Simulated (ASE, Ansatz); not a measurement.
# Nb(100)/C(110) interface (68 atoms): support functions against a reference, part 2 of 2

Aim: test how closely localised support functions follow the reference on Nb(100)/C(110) interface (68 atoms), and at what cost. A setting counts as converged where the r.m.s. difference of forces stays under 1 % of the r.m.s. force.

Ansatz 0.2.0; Kohn-Sham DFT, PBE, PAW (set soft_2), plane waves.

The cell: 20 Nb and 48 C. The host structure and its lattice constant were typed by rule, without a check against the phase diagram. Beside vacuum, support functions can miss their usual error bounds without a warning.

So far. Step 3 (Support functions medium): Forces differ from the reference by 0.58 meV/Å r.m.s., 0.036 % of their size, well within a tolerance of 1 %; the energy by -2.8 meV/atom. It took 2.7 min and 27 cycles; the reference's time can't be set against it, since the two runs asked for unlike analyses. Step 4 (Support functions low): Forces differ from the reference by 0.64 meV/Å r.m.s., 0.039 % of their size, well within a tolerance of 1 %; the energy by -2.8 meV/atom.

## (5) Support functions medium, radius 3.17 Å

The radius confines each support function; a larger one gives more freedom and more work per atom.

This step: Kohn-Sham DFT, PBE, PAW (set soft_2), localised support functions (medium) (Ansatz 0.2.0).

File input.yaml:

```yaml
crystal:
  lattice:
    - [7.134, 0.0, 0.0]
    - [0.0, 7.5667, 0.0]
    - [0.0, 0.0, 22.99872]
  atoms:
    [... the 68 atom lines of step 2 ...]
kpoints:
  mp_grid: { grid: [2, 2, 1] }
hamiltonian:
  xc: pbe
scf:
  occupations: { method: fermi_dirac, width: 0.05 }
  eigensolver: { kind: { support_functions: { accuracy: medium, radius: 3.17 } } }
  mixing: { beta: 0.2 }
  max_iter: 150
output:
  forces: true
```

Command:

```console
$ ansatz run input.yaml --threads 4 --pin off --max-ram 8192MiB --backend cpu --events-out ev --progress --plain --runs-dir out
```

Numbers of over 12 decimals in the logs are rounded to 6 here.

Log:

```text
[...]
Crystal: 68 atoms, lattice volume = 1241.490 Å³
Basis set: ecut = 420 eV, 24235 PW (Γ), exchange–correlation on 96×108×320 points (8 copies of the dense FFT grid, shifted against one another)
Bands: 272, of which v1, the nominal top of the filled ones, is band 226 counted from 1 (225 counted from 0)
Symmetry: 1 space group operations
k-points: 4
[...]
Eigensolver: Support functions (medium, 36×36×108 points, laid for a spacing of at most 0.228497 Å, radius 3.170000 Å, 28 sites without an atom, 1 species' potentials softened for the grid, 2 wholly corrected for its errors in the mean over positions, 2 with the egg-box correction, energy correction by stochastic trace)
[...]
SCF iter   1: F=—  HF=-103059.148366 eV  |F-HF|=—  |Δ(HF+E_count)|=         —  Δρ=1.03e-1  dr2=1.03e3  ethr=1.00e-1
[...]
SCF iter  25: F=—  HF=-103035.348576 eV  |F-HF|=—  |Δ(HF+E_count)|=   4.43e-8  Δρ=7.38e-6  dr2=1.54e-6  ethr=1.93e-9  κ⁻¹=2.0e-4(r=7)
SCF iter  26: F=-103035.348576 eV  HF=-103035.348576 eV  |F-HF|=2.12e-7  |Δ(HF+E_count)|=   8.21e-9  Δρ=5.95e-6  dr2=6.81e-7  ethr=3.41e-10
SCF 1 converged in 26 iterations: F = -103035.421315 eV  dr2 = 6.81e-7
[...]
SCF converged after 26 iterations
[...]
Free energy (F): -103035.421315 eV
[...]
Internal energy: -103034.995809 eV  (E = F + TS)
E sigma→0 (E₀):  -103035.208562 eV
Entropy (-TS):   -0.425506 eV (-6.257 meV/atom)
Fermi energy:    5.927933 eV
[...]
Σ components = -103035.421315   (vs F -103035.421315, Δ=0.00e0)
--- Forces (eV/Å), atoms counted from 1 ---
  atom   1  Nb    -0.14264850     0.00153337     0.44265218
  atom   2  Nb    -0.16821498     0.09941135    -0.52687378
  atom   3  Nb    -0.24719152    -0.01341151    -0.81863085
  atom   4  Nb     0.44101517     0.85874600     2.97936664
[...]
atom  68  C     -5.33417323    -0.39751164    -0.58602344
  max |Σ_I F_I| component: 1.66e-2 eV/Å
--- Band table (eV) ---
[...]
```

Wall time 2.3 min (4 threads of Arm Neoverse V2, shared host); peak memory 2.4 GiB.

Keys that differ from the reference: support_functions.accuracy = "medium", support_functions.radius = 3.17, scf.max_iter = 150 and scf.mixing.beta = 0.2.

Forces differ from the reference by 1.1 meV/Å r.m.s., 0.070 % of their size, well within a tolerance of 1 %; the energy by -2.8 meV/atom. It took 2.3 min and 26 cycles; the reference's time can't be set against it, since the two runs asked for unlike analyses.

## (6) Support functions medium, radius 3.43 Å

The radius confines each support function; a larger one gives more freedom and more work per atom.

input.yaml, the sections that differ from step 5:

```yaml
scf:
  occupations: { method: fermi_dirac, width: 0.05 }
  eigensolver: { kind: { support_functions: { accuracy: medium, radius: 3.43 } } }
  mixing: { beta: 0.2 }
  max_iter: 150
# crystal, kpoints, hamiltonian, output: as in step 5
```

Log:

```text
[...]
Crystal: 68 atoms, lattice volume = 1241.490 Å³
Basis set: ecut = 420 eV, 24235 PW (Γ), exchange–correlation on 96×108×320 points (8 copies of the dense FFT grid, shifted against one another)
Bands: 272, of which v1, the nominal top of the filled ones, is band 226 counted from 1 (225 counted from 0)
Symmetry: 1 space group operations
k-points: 4
[...]
SCF iter   1: F=—  HF=-103065.607279 eV  |F-HF|=—  |Δ(HF+E_count)|=         —  Δρ=1.02e-1  dr2=9.63e2  ethr=1.00e-1
[...]
SCF iter  25: F=—  HF=-103035.387644 eV  |F-HF|=—  |Δ(HF+E_count)|=   6.70e-7  Δρ=9.67e-6  dr2=1.68e-6  ethr=1.28e-9  κ⁻¹=4.5e-5(r=7)
SCF iter  26: F=-103035.387644 eV  HF=-103035.387644 eV  |F-HF|=7.28e-7  |Δ(HF+E_count)|=   5.79e-7  Δρ=5.39e-6  dr2=1.13e-6  ethr=3.72e-10
SCF 1 converged in 26 iterations: F = -103035.422380 eV  dr2 = 1.13e-6
[...]
SCF converged after 26 iterations
[...]
Free energy (F): -103035.422380 eV
[...]
Internal energy: -103034.995965 eV  (E = F + TS)
E sigma→0 (E₀):  -103035.209172 eV
Entropy (-TS):   -0.426415 eV (-6.271 meV/atom)
Fermi energy:    5.926856 eV
[...]
Σ components = -103035.422380   (vs F -103035.422380, Δ=0.00e0)
--- Forces (eV/Å), atoms counted from 1 ---
  atom   1  Nb    -0.14324889     0.00335034     0.44308467
  atom   2  Nb    -0.16647408     0.09820238    -0.52422879
  atom   3  Nb    -0.24703373    -0.01305571    -0.82246521
  atom   4  Nb     0.44100690     0.85508749     2.97826744
[...]
atom  68  C     -5.33460625    -0.39775847    -0.58598595
  max |Σ_I F_I| component: 1.51e-2 eV/Å
--- Band table (eV) ---
[...]
```

It took 2.6 min on 4 threads; peak memory 2.6 GiB; 9.5 min of CPU time.

Keys that differ from the reference: support_functions.accuracy = "medium", support_functions.radius = 3.43, scf.max_iter = 150 and scf.mixing.beta = 0.2.

Forces differ from the reference by 0.77 meV/Å r.m.s., 0.047 % of their size, well within a tolerance of 1 %; the energy by -2.8 meV/atom. It took 2.6 min and 26 cycles; the reference's time can't be set against it, since the two runs asked for unlike analyses.

## (7) What each setting buys

Differences are against the plane-wave reference (Kohn-Sham DFT, PBE, PAW (set soft_2), plane waves), whose r.m.s. force component is 1.63 eV/Å. Energies are set beside the reference only for runs with its functional, potentials and electron count. Times are for 4 threads of Arm Neoverse V2, shared host. The reference's time includes the DOS, ELF and grids, which some other runs skip.

| run | Δ force, r.m.s. (meV/Å) | share of r.m.s. force (%) | Δ energy (meV/atom) | cycles | time | host memory (GiB) |
| --- | --- | --- | --- | --- | --- | --- |
| reference | - | - | - | 12 | 69 s | 6.3 |
| support functions medium | 0.584 | 0.0358 | -2.82 | 27 | 2.7 min | 2.7 |
| support functions low | 0.635 | 0.0389 | -2.82 | 24 | 2.5 min | 2.6 |
| support functions medium, radius 3.17 Å | 1.15 | 0.0704 | -2.78 | 26 | 2.3 min | 2.4 |
| support functions medium, radius 3.43 Å | 0.77 | 0.0471 | -2.79 | 26 | 2.6 min | 2.6 |

## (8) The reference in detail

The comparisons rest on this run, so its electronic structure is set out here.

Neighbours are counted within 1.85 Å (C-C).

Length of the force by element and coordination:

| element | coordination | atoms | mean length of the force (eV/Å) | spread | least | most |
| --- | --- | --- | --- | --- | --- | --- |
| C | all | 48 | 2.85 | 1.45 | 0.602 | 5.56 |
| C | 3 | 24 | 3.90 | 1.22 | 1.86 | 5.56 |
| C | 4 | 24 | 1.81 | 0.755 | 0.602 | 3.67 |
| Nb | all | 20 | 1.22 | 1.04 | 0.177 | 3.13 |

Löwdin charges by element and coordination (they lack the spilled electrons, 0.034 e an atom on average):

| element | coordination | atoms | mean charge (e) | spread | least | most |
| --- | --- | --- | --- | --- | --- | --- |
| C | all | 48 | -0.0036 | 0.0646 | -0.149 | 0.0524 |
| C | 3 | 24 | -0.0503 | 0.063 | -0.149 | 0.0308 |
| C | 4 | 24 | 0.043 | 0.0058 | 0.0318 | 0.0524 |
| Nb | all | 20 | 0.123 | 0.131 | 0.01 | 0.382 |

By region:

| region | atoms | mean length of the force (eV/Å) |
| --- | --- | --- |
| Nb | 20 | 1.22 |
| C | 48 | 2.85 |

Density of states as counts of states in windows of 1 eV (from the Fermi level), total and the larger projections:

| from (eV) | to (eV) | total | Nb d | C p | Nb s | C s |
| --- | --- | --- | --- | --- | --- | --- |
| -10 | -9 | 6.0 | 0.0 | 3.9 | 0.0 | 2.0 |
| -9 | -8 | 8.2 | 0.0 | 6.6 | 0.0 | 1.5 |
| -8 | -7 | 13.2 | 0.1 | 11.1 | 0.1 | 1.9 |
| -7 | -6 | 16.0 | 0.1 | 14.2 | 0.1 | 1.5 |
| -6 | -5 | 19.0 | 0.2 | 16.7 | 0.5 | 1.4 |
| -5 | -4 | 20.1 | 0.4 | 16.5 | 2.0 | 1.1 |
| -4 | -3 | 21.3 | 5.7 | 11.3 | 3.5 | 0.5 |
| -3 | -2 | 33.9 | 22.7 | 6.1 | 4.3 | 0.3 |
| -2 | -1 | 39.7 | 27.3 | 9.7 | 1.3 | 0.7 |
| -1 | 0 | 41.4 | 24.1 | 12.8 | 2.0 | 1.3 |
| 0 | 1 | 38.9 | 24.9 | 9.7 | 1.8 | 1.4 |
| 1 | 2 | 23.9 | 14.5 | 5.3 | 1.8 | 0.8 |
| 2 | 3 | 30.5 | 25.7 | 2.1 | 1.0 | 0.4 |
| 3 | 4 | 30.4 | 25.3 | 1.5 | 1.0 | 0.4 |

Between -26 and -10 eV lie 70 more states.

About 163 of the 452 electrons lie in deeper levels, below the stored range.

The levels nearest the highest filled one (over half full), pooled over k-points and spins:

| level less the highest filled one (eV) | occupation |
| --- | --- |
| -0.0467 | 1.47 |
| -0.0424 | 1.43 |
| -0.0367 | 1.38 |
| -0.032 | 1.34 |
| -0.0028 | 1.06 |
| 0 | 1.04 |
| 0.006 | 0.978 |
| 0.0211 | 0.828 |
| 0.0322 | 0.722 |
| 0.0361 | 0.687 |
| 0.0407 | 0.646 |
| 0.0486 | 0.579 |

Planar average of the electrostatic potential energy along the normal, with the Fermi level as zero, after a running mean with a triangular window 4 Å wide at its base:

| height (Å) | potential energy (eV) |
| --- | --- |
| 0.0 | 4.61 |
| 0.7 | 4.42 |
| 1.3 | 4.27 |
| 2.0 | 4.05 |
| 2.6 | 3.83 |
| 3.3 | 3.24 |
| 3.9 | 1.93 |
| 4.6 | -1.26 |
| 5.2 | -4.48 |
| 5.9 | -8.46 |
| 6.5 | -10.22 |
| 7.2 | -11.02 |
| 7.9 | -11.15 |
| 8.5 | -10.88 |
| 9.2 | -11.25 |
| 9.8 | -11.06 |
| 10.5 | -10.13 |
| 11.1 | -8.64 |
| 11.8 | -6.57 |
| 12.4 | -6.03 |
| 13.1 | -7.56 |
| 13.7 | -8.96 |
| 14.4 | -10.89 |
| 14.9 | -11.12 |
| 15.7 | -11.21 |
| 16.4 | -9.46 |
| 17.0 | -7.06 |
| 17.7 | -2.22 |
| 18.3 | 1.35 |
| 19.0 | 4.30 |
| 19.5 | 5.26 |
| 20.3 | 5.30 |
| 20.8 | 5.18 |
| 21.6 | 4.99 |
| 22.1 | 4.84 |
| 22.9 | 4.65 |

ELF in the ca plane at fractional y = 0.089, with atoms of Nb and C within 0.2 Å of it. It is the smooth field of the valence electrons, not physical close to the nuclei.

Ten even steps from '0' (0.00) to '9' (0.90), each cell a mean:
```
00136764355325664244446888994499788558863100
11113433344333332343223565662265355226742000
11111223322222222233211111246652035566521000
23333332467633442367631000025530013554210000
34556522676852432676861110001100000111000000
35666522763752332773761123210002320000000000
34556532687842442577851356630025652000000000
23333432356533443356523653552245355333210000
12211233322233223322227851476685048888742000
11112333444332222454348987897799689889863100
11124543355323443344336888883178677227752000
11124642344323553233212333454354245346631000
11113432333322332333110000136641024665310000
11111233433332223443100000012310001332100000
12222345533444335653100011100001110000000000
12222345544443234664211245420013541000000000
11112223444432222454212465641135654211100000
01124542344324553233325741364465137766521000
00136764245326774234347874798898379999863100
```
Columns run along c (16.0 Å, from fractional 0.18 to 0.87 of the cell), rows up along a (7.1 Å). Atoms in or near the plane, at fractional coordinates: Nb at (0.33, 0.70), Nb at (0.48, 0.70), C at (0.57, 0.55), C at (0.63, 0.42), C at (0.68, 0.55), C at (0.74, 0.42), C at (0.57, 0.05), C at (0.63, 0.92), C at (0.69, 0.05), C at (0.74, 0.92).

Valence density in the ca plane at fractional y = 0.089, with atoms of Nb and C within 0.2 Å of it. It is the smooth field of the valence electrons, not physical close to the nuclei.

Values in e/Å³, 10 rows by 16 columns, each cell a mean:
```
0.0 0.7 1.1 0.3 0.5 1.3 0.3 0.1 0.2 0.8 1.7 0.9 1.3 1.1 0.1 0.0
0.0 0.2 0.3 0.9 0.5 0.3 0.6 0.6 0.1 0.2 0.9 0.3 0.6 0.7 0.1 0.0
0.0 0.1 0.4 4.0 2.0 0.2 2.7 3.3 0.2 0.2 0.2 0.2 0.2 0.1 0.0 0.0
0.0 0.1 0.3 3.1 1.5 0.2 2.1 2.5 0.5 0.9 0.2 0.8 0.5 0.1 0.0 0.0
0.0 0.2 0.3 0.4 0.3 0.3 0.4 0.3 0.7 1.5 0.8 1.5 1.2 0.4 0.0 0.0
0.0 0.6 0.8 0.2 0.4 1.0 0.3 0.1 0.3 0.8 1.6 1.1 1.3 1.1 0.1 0.0
0.0 0.4 0.6 0.2 0.3 0.7 0.3 0.1 0.1 0.2 0.9 0.3 0.6 0.7 0.1 0.0
0.0 0.1 0.2 0.2 0.2 0.2 0.2 0.1 0.1 0.2 0.2 0.2 0.2 0.2 0.0 0.0
0.0 0.2 0.3 0.2 0.3 0.4 0.2 0.1 0.4 0.9 0.2 0.8 0.5 0.1 0.0 0.0
0.0 0.9 1.3 0.3 0.5 1.8 0.3 0.1 0.6 1.6 0.8 1.4 1.3 0.4 0.0 0.0
```
Columns run along c (16.0 Å, from fractional 0.18 to 0.87 of the cell), rows up along a (7.1 Å). Atoms in or near the plane, at fractional coordinates: Nb at (0.33, 0.70), Nb at (0.48, 0.70), C at (0.57, 0.55), C at (0.63, 0.42), C at (0.68, 0.55), C at (0.74, 0.42), C at (0.57, 0.05), C at (0.63, 0.92), C at (0.69, 0.05), C at (0.74, 0.92).

Mean Löwdin charges: C -0.00, Nb +0.12 e (they miss 0.50 % of the electrons, so they add up to more than the cell's charge). Charges this small depend on the projection, at times even in sign. Within 0.4 eV of the Fermi level the largest share is Nb d (59 % of the projected weight). The potential slopes across the vacuum by 0.27 eV/Å: the slab bears a dipole, and with periodic images along the normal there is no flat vacuum level to read.

## (9) Structure statistics

These statistics describe the geometry on which the runs were made.

Normalised to the volume that the atoms fill. Pair distribution functions g(r), in bins of 0.1 Å:

| r (Å) | total | C-C | C-Nb | Nb-Nb |
| --- | --- | --- | --- | --- |
| 1.35 | 0.00 | 0.00 | 0.00 | 0.00 |
| 1.45 | 0.67 | 1.34 | 0.00 | 0.00 |
| 1.55 | 7.23 | 14.50 | 0.00 | 0.00 |
| 1.65 | 0.64 | 1.29 | 0.00 | 0.00 |
| 1.75 | 0.00 | 0.00 | 0.00 | 0.00 |
| 1.85 | 0.00 | 0.00 | 0.00 | 0.00 |
| 1.95 | 0.00 | 0.00 | 0.00 | 0.00 |
| 2.05 | 0.00 | 0.00 | 0.00 | 0.00 |
| 2.15 | 0.00 | 0.00 | 0.00 | 0.00 |
| 2.25 | 0.00 | 0.00 | 0.00 | 0.00 |
| 2.35 | 0.09 | 0.00 | 0.21 | 0.00 |
| 2.45 | 2.14 | 4.06 | 0.29 | 0.00 |
| 2.55 | 6.31 | 12.50 | 0.18 | 0.00 |
| 2.65 | 0.07 | 0.00 | 0.17 | 0.00 |
| 2.75 | 0.44 | 0.00 | 0.08 | 4.75 |
| 2.85 | 1.07 | 0.24 | 0.07 | 10.70 |
| 2.95 | 5.69 | 10.40 | 0.07 | 5.24 |
| 3.05 | 0.40 | 0.69 | 0.12 | 0.00 |
| 3.15 | 0.19 | 0.00 | 0.18 | 1.39 |
| 3.25 | 0.55 | 0.00 | 0.28 | 5.04 |
| 3.35 | 0.59 | 0.00 | 0.10 | 6.29 |
| 3.45 | 0.12 | 0.08 | 0.15 | 0.24 |
| 3.55 | 1.71 | 3.30 | 0.14 | 0.00 |
| 3.65 | 0.24 | 0.30 | 0.22 | 0.00 |
| 3.75 | 0.07 | 0.03 | 0.12 | 0.00 |
| 3.85 | 2.19 | 4.17 | 0.28 | 0.00 |
| 3.95 | 0.94 | 1.61 | 0.34 | 0.00 |
| 4.05 | 0.07 | 0.00 | 0.18 | 0.00 |
| 4.15 | 0.13 | 0.00 | 0.30 | 0.00 |
| 4.25 | 0.24 | 0.13 | 0.42 | 0.00 |
| 4.35 | 3.83 | 7.49 | 0.25 | 0.00 |
| 4.45 | 0.59 | 0.97 | 0.18 | 0.42 |
| 4.55 | 0.65 | 0.63 | 0.31 | 2.44 |
| 4.65 | 2.53 | 4.25 | 0.27 | 3.38 |
| 4.75 | 0.47 | 0.02 | 0.31 | 3.87 |
| 4.85 | 0.18 | 0.00 | 0.37 | 0.24 |
| 4.95 | 0.23 | 0.18 | 0.34 | 0.00 |
| 5.05 | 1.37 | 2.49 | 0.32 | 0.00 |
| 5.15 | 0.21 | 0.09 | 0.40 | 0.00 |
| 5.25 | 2.05 | 3.75 | 0.30 | 0.71 |
| 5.35 | 0.78 | 0.88 | 0.31 | 2.47 |
| 5.45 | 0.68 | 0.00 | 0.29 | 6.41 |
| 5.55 | 0.60 | 0.33 | 0.44 | 2.91 |
| 5.65 | 2.07 | 3.32 | 0.47 | 2.48 |

Bonds by pair of elements; cutoffs follow the first minimum of g(r), held within bounds set by covalent radii, and pairs that aren't listed don't count as bonded:

| pair A-B | cutoff (Å) | bonds | mean length (Å) | spread (Å) | shortest (Å) | B about A | A about B |
| --- | --- | --- | --- | --- | --- | --- | --- |
| C-C | 1.85 | 84 | 1.54 | 0.031 | 1.47 | 3.5 | 3.5 |

How many atoms have how many bonded neighbours:

| element | mean | 0 | 3 | 4 |
| --- | --- | --- | --- | --- |
| C | 3.5 | 0 | 24 | 24 |
| Nb | 0 | 20 | 0 | 0 |

First main peaks of g(r), for some of the pairs, lie near 1.54 Å (C-C) and 2.85 Å (Nb-Nb). Counting bonds as in the table, 50 % of C atoms have 3 and as many 4 bonded neighbours.

The surroundings of C27, which bears the longest force, nearest first, numbered as they follow in the input and with coordinates relative to it.

| atom | x | y | z | distance (Å) | bonds | Löwdin charge (e) | Fx | Fy | Fz (eV/Å) |
| --- | --- | --- | --- | --- | --- | --- | --- | --- | --- |
| C27 | 0.00 | 0.00 | 0.00 | 0.00 | 3 | 0.00 | 5.55 | -0.38 | 0.01 |
| C26 | -0.84 | 0.00 | -1.23 | 1.49 | 4 | 0.04 | -1.95 | -0.14 | 0.67 |
| C28 | 0.94 | 1.25 | 0.02 | 1.57 | 3 | -0.02 | -4.71 | -0.35 | -0.91 |
| C52 | 0.92 | -1.33 | 0.02 | 1.62 | 3 | 0.03 | -4.75 | 1.15 | -1.04 |
| C41 | -1.71 | 1.25 | -1.20 | 2.43 | 4 | 0.05 | -0.68 | 0.47 | 0.43 |
| C23 | 0.03 | 0.00 | -2.46 | 2.46 | 4 | 0.04 | 1.89 | -0.06 | -1.97 |
| C65 | -1.73 | -1.28 | -1.22 | 2.48 | 4 | 0.04 | 0.65 | 0.57 | 0.62 |
| C35 | 0.04 | 2.51 | 0.02 | 2.51 | 3 | 0.01 | 5.07 | 0.37 | -0.77 |
| C51 | 0.02 | -2.52 | 0.06 | 2.53 | 3 | -0.02 | 4.84 | -0.23 | -1.52 |
| C25 | 1.82 | 1.22 | -1.27 | 2.53 | 4 | 0.05 | 1.80 | 1.10 | 3.00 |
| C49 | 1.83 | -1.29 | -1.18 | 2.54 | 4 | 0.04 | 0.21 | 0.54 | 0.15 |
| C68 | -2.62 | -1.25 | -0.01 | 2.91 | 3 | 0.03 | -5.34 | -0.40 | -0.59 |
| C44 | -2.62 | 1.26 | 0.06 | 2.91 | 3 | 0.00 | -4.27 | -0.08 | -1.60 |
| C24 | 0.94 | 1.28 | -2.45 | 2.92 | 4 | 0.03 | -1.80 | -1.51 | -2.36 |
| C34 | -0.83 | 2.53 | -1.24 | 2.94 | 4 | 0.05 | -1.21 | -0.82 | 2.04 |
| C50 | -0.87 | -2.53 | -1.24 | 2.94 | 4 | 0.05 | -0.22 | -0.13 | 2.02 |
| C48 | 0.91 | -1.30 | -2.49 | 2.95 | 4 | 0.04 | 0.18 | 1.93 | -0.31 |
| C42 | 2.71 | 0.00 | -1.20 | 2.96 | 4 | 0.05 | -1.17 | -0.82 | 0.38 |

The column of bonds counts only the pairs C-C within 1.85 Å; other neighbours, such as metal atoms beside each other in a compound, aren't counted, and periodic images can show an atom twice.

## (10) Outcome

```yaml
free_energy_per_atom: -1515.2240 eV/atom
r_m_s_force_component: 1.633 eV/Å
wall_time_of_the_5_dft_runs: 11 min
```

**Reading.** Against plane waves at 420 eV, the forces differ by 0.58 meV/Å (0.036 %) with support functions medium. At 68 atoms the fastest of the runs at a preset level, support functions low, takes roughly 2.2 times the time of plane waves (whose run also made extra analyses, so the like-for-like ratio is larger), in 24 SCF cycles against 12. Differences between support functions and plane waves include what basis error the plane-wave run still has.

34 levels are partly filled, by over 2 % (on the run's k-points): no clear gap opens at this level. Levels of broken or missing bonds inside a gap of the host would look the same. Counting bonds as in the table, 50 % of C atoms have 3 and as many 4 bonded neighbours.

What to keep in mind: The geometry was built by rule, was displaced at random and isn't relaxed at this level: its force components are 1.6 eV/Å r.m.s. The slab bears a dipole and has periodic images along its normal, so a spurious field crosses the vacuum.

[Logs are printed without paths, hosts, clocks, repeated set-up lines and the standing remarks that a program may print on its own settings, such as how far it seeks lower states.]

[Hosts, paths, dates, database ids (printed as entryN), source tags and the programs' standing remarks are cut or masked in the printed files.]
